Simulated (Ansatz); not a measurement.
# One crystal, many levels of theory: SrCaTi2O6 (perovskite [001] superlattice) (P4/mmm), part 2 of 2

Wanted: a ladder of band gaps for SrCaTi2O6 (perovskite [001] superlattice) (P4/mmm), from density functionals to G0W0.

Ansatz 0.2.0; density functionals, hybrids and G0W0, plane waves, PAW. Known limits of the many-body steps: finite bands, screening cutoff and k mesh; no spin-orbit coupling in G0W0; screening cutoff under 40 eV in some runs.

So far. Step 3 (LDA+SOC on the 6×6×4 mesh): Over mesh and listed points the gap is 1.854 eV, from k = (0.500, 0.500, 0.000) to k = Γ. The least direct gap found is 2.179 eV, at k = (0.000, 0.500, 0.000). LDA+SOC against LDA: 1.854 − 1.868 = −0.014 eV, with the same mesh, set of files (read in its fully relativistic form for the spin-orbit run) and cutoff, and both edges at the same k points.

The structure was built from a prototype and need not be the compound's stable phase.

**5. G0W0@LDA, 4×4×2 mesh, 217 empty bands, screening to 90 eV, PAW set soft_1 files**

G0W0 replaces the xc potential by a self-energy built once from the orbitals of the start. Levels are corrected in the window of bands that the input names, at points of the mesh.

This step: G0W0 on LDA, plane waves, PAW; PAW set soft_1.

input.yaml

```yaml
crystal:
  lattice:
    - [3.8302279743, 0.0, 0.0]
    - [0.0, 3.8302279743, 0.0]
    - [0.0, 0.0, 7.6566011245]
  atoms:
    - { symbol: Sr, position: [0.0, 0.0, 0.126454763] }
    - { symbol: O, position: [0.5, 0.5, 0.1264469708] }
    - { symbol: Ti, position: [0.5, 0.5, 0.379478349] }
    - { symbol: O, position: [0.5, 0.0, 0.3818434934] }
    - { symbol: O, position: [0.0, 0.5, 0.3818434934] }
    - { symbol: Ca, position: [0.0, 0.0, 0.6264623602] }
    - { symbol: O, position: [0.5, 0.5, 0.6264495736] }
    - { symbol: Ti, position: [0.5, 0.5, 0.8734249172] }
    - { symbol: O, position: [0.5, 0.0, 0.8710418402] }
    - { symbol: O, position: [0.0, 0.5, 0.8710418402] }
kpoints:
  mp_grid: { grid: [4, 4, 2] }
hamiltonian:
  xc: lda
  pseudopotentials: { kind: paw, azcp: { folder: soft_1 }, xc_functional: pbe }
scf:
  occupations: { method: fixed }
gw:
  n_empty_bands: 217
  ecut_chi: 90.0
  qp_bands: [v3, c3]
  qp_kpoints: band_edges
  screening: { model: contour_deformation }
```

The run is started by

```console
$ ansatz run input.yaml --threads 4 --pin off --max-ram 17510MiB --backend cpu --events-out ev --progress --plain --runs-dir out
```

Numbers of over 12 decimals in the logs are rounded to 6 here.

Log:

```text
[...]
Crystal: 10 atoms, lattice volume = 112.327 Å³
Basis set: ecut = 420 eV, 2153 PW (Γ)
Bands: 50, of which v1, the nominal top of the filled ones, is band 40 counted from 1 (39 counted from 0)
Symmetry: 8 space group operations
[...]
k-points: 12 of 32
[...]
11    39      9.7872   -25.9407     4.7734   -21.1480  0.7280     9.7678     9.7679  root
    11    40      9.8075   -26.0002     4.7833   -21.1917  0.7281     9.7823     9.7823  root
    11    41     14.1564   -14.3701    -7.4262   -23.5264  0.6965    16.0067    15.8865  root ?
    11    42     14.1564   -14.3701    -7.4262   -23.5264  0.6965    16.0067    15.8865  root ?
    11    43     14.1856   -14.6233    -7.4344   -23.7934  0.6941    16.0449    15.9214  root ?
[key lines of the parts left out:]
SCF converged after 10 iterations
Free energy (F): -13466.734280 eV
Fermi energy:    9.852638 eV
```

The job ended after 76 s (4 threads of Arm Neoverse V1, shared host; peak memory 1.3 GiB; 4.9 min of CPU time).

Numbers from this step:

* bands summed: 257
* RPA ε∞ on this mesh (eigenvalues): 6.815, 6.815, 6.825
* plane waves in the screening matrix: 203
* G0W0 gap over the corrected points: 3.583 eV
* k of the valence top: -0.5, -0.5, 0
* k of the conduction bottom: 0, 0, 0
* starting gap on the mesh: 1.849 eV
* Z at the valence top: 0.7282
* Z at the conduction bottom: 0.7506
* least direct G0W0 gap over the corrected points: 3.932 eV

Over 7 of 12 irreducible mesh points the G0W0 gap is 3.583 eV, from k = (-0.500, -0.500, 0.000) to k = Γ. The LDA gap of this run on the mesh is 1.849 eV. The two states that bound the G0W0 gap lie that far apart at the start, so the correction of the gap is 3.583 − 1.849 = +1.734 eV. The program's warnings for this run: near symmetry operation missed by atoms. The program marks 10 of the 42 corrected levels as in doubt (energies apart), neither edge state among them.

**6. Gap and time by level**

Each gap is the least one over the points named; times are wall times on shared hosts, not benchmarks. A G0W0 time includes the run's own self-consistent start. Runs with listed points see these and the mesh alone, so an edge that moves elsewhere is missed. Rows marked * are further runs, not shown as steps, whose inputs differ from the G0W0 step on the same start in the columns given; solver thresholds can differ too. Symmetry makes (0.500, 0.500, 0.000) and (-0.500, -0.500, 0.000) one point.

| level | mesh | files, cutoff | bands summed, screening | points | gap (eV) | valence top | conduction bottom | least direct gap (eV) | time |
| --- | --- | --- | --- | --- | --- | --- | --- | --- | --- |
| LDA | 6×6×4 | soft_1 PAW, 420 eV | - | mesh and path | 1.868 | (0.500, 0.500, 0.000) | Γ | 2.179 | 15 s |
| LDA+SOC | 6×6×4 | soft_1 PAW, 420 eV | - | mesh and listed points | 1.854 | (0.500, 0.500, 0.000) | Γ | 2.179 | 45 s |
| HSE06 | 4×4×2 | soft_1 PAW, 420 eV | - | mesh and listed points | 3.455 | (0.500, 0.500, 0.000) | Γ | 3.770 | 57 s |
| G0W0@LDA* | 4×4×2 | soft_1 PAW, 420 eV | 95, 36 eV | 7 of 12 irreducible mesh points | 4.152 | (-0.500, -0.500, 0.000) | Γ | 4.507 | 21 s |
| G0W0@LDA | 4×4×2 | soft_1 PAW, 420 eV | 257, 90 eV | 7 of 12 irreducible mesh points | 3.583 | (-0.500, -0.500, 0.000) | Γ | 3.932 | 76 s |

**7. Summary of results**

```json
{"LDA, over mesh and path": "1.868 eV", "LDA+SOC, over mesh and listed points": "1.854 eV", "HSE06, over mesh and listed points": "3.455 eV", "G0W0@LDA (257 bands, 4×4×2), over 7 of 12 irreducible mesh points": "3.583 eV", "known limits": "finite bands, screening cutoff and k mesh; no spin-orbit coupling in G0W0; screening cutoff under 40 eV in some runs"}
```

What this shows: The rows run from 1.854 eV (LDA+SOC) to 4.152 eV (G0W0@LDA (95 bands, 4×4×2)). They differ in mesh, bands and screening cutoff of G0W0 and the points over which the gap was sought as well as in level, so only pairs that share these are like for like. LDA+SOC against LDA: 1.854 − 1.868 = −0.014 eV, with the same mesh, set of files (read in its fully relativistic form for the spin-orbit run) and cutoff, and both edges at the same k points. The spin-orbit run sees mesh and listed points alone, so its gap is an upper bound: the coupling can move an edge off these points, and the change over the zone, its sign included where it is small, is not known. G0W0@LDA (257 bands, 4×4×2) moves the gap of its own start on the mesh by 3.583 − 1.849 = +1.734 eV, between the same two levels. Both edges that LDA shows over mesh and path lie at k points where levels were corrected. Levels at other points were not corrected, so a lower G0W0 gap elsewhere in the zone is not ruled out. What spin-orbit coupling does to the G0W0 levels was not computed, so no sum with the G0W0 gap is formed. For G0W0@LDA: from 95 bands and 36 eV to 257 bands and 90 eV the gap moves by 3.583 − 4.152 = −0.569 eV; bands and screening cutoff rise together, so their parts are not told apart. Two runs can't test a law of convergence, so the limit is not known. For G0W0@LDA (257 bands, 4×4×2): the program's warnings for this run: near symmetry operation missed by atoms. The program marks 10 of the 42 corrected levels as in doubt (energies apart), neither edge state among them. For the further run with 95 bands on the 4×4×2 mesh, the program warns: near symmetry operation missed by atoms. The G0W0 runs are scalar-relativistic. No pair of G0W0 runs that differ in the mesh alone is shown (4×4×2 is a supercell whose nearest images lie 15 Å apart), so the error from the mesh is not known here. G0W0 is shown with one set of atomic data (soft_1 PAW), so the error from the files is not known here. A screening cutoff under 40 eV is crude: G0W0@LDA with 95 bands at 36 eV.

[Paths, hosts, dates, memory and timing lines, banners, echoed tables and standing remarks are left out of the program output.]

[Logs are printed without paths, hosts, clocks, repeated set-up lines and the standing remarks that a program may print on its own settings, such as how far it seeks lower states.]

[Runs of the session that timed out or met a known fault of the program may be left out.]

[Cells called generated may have been cut or substituted from an entry of the Crystallography Open Database or the Materials Project.]

[Hosts, paths, dates, database ids (printed as entryN), source tags and the programs' standing remarks are cut or masked in the printed files.]

[Where an RPA ε∞ is given, it is that of the G0W0 mesh and is not shown converged in it. Names of k-points follow the symmetry that the program found, which can be lower than the space group named. Band edges on a path are those of the sampled points; other points can move an edge, and change direct to indirect where valleys lie close.]

[Hybrid gaps are those of their k-mesh and are not shown converged in it.]
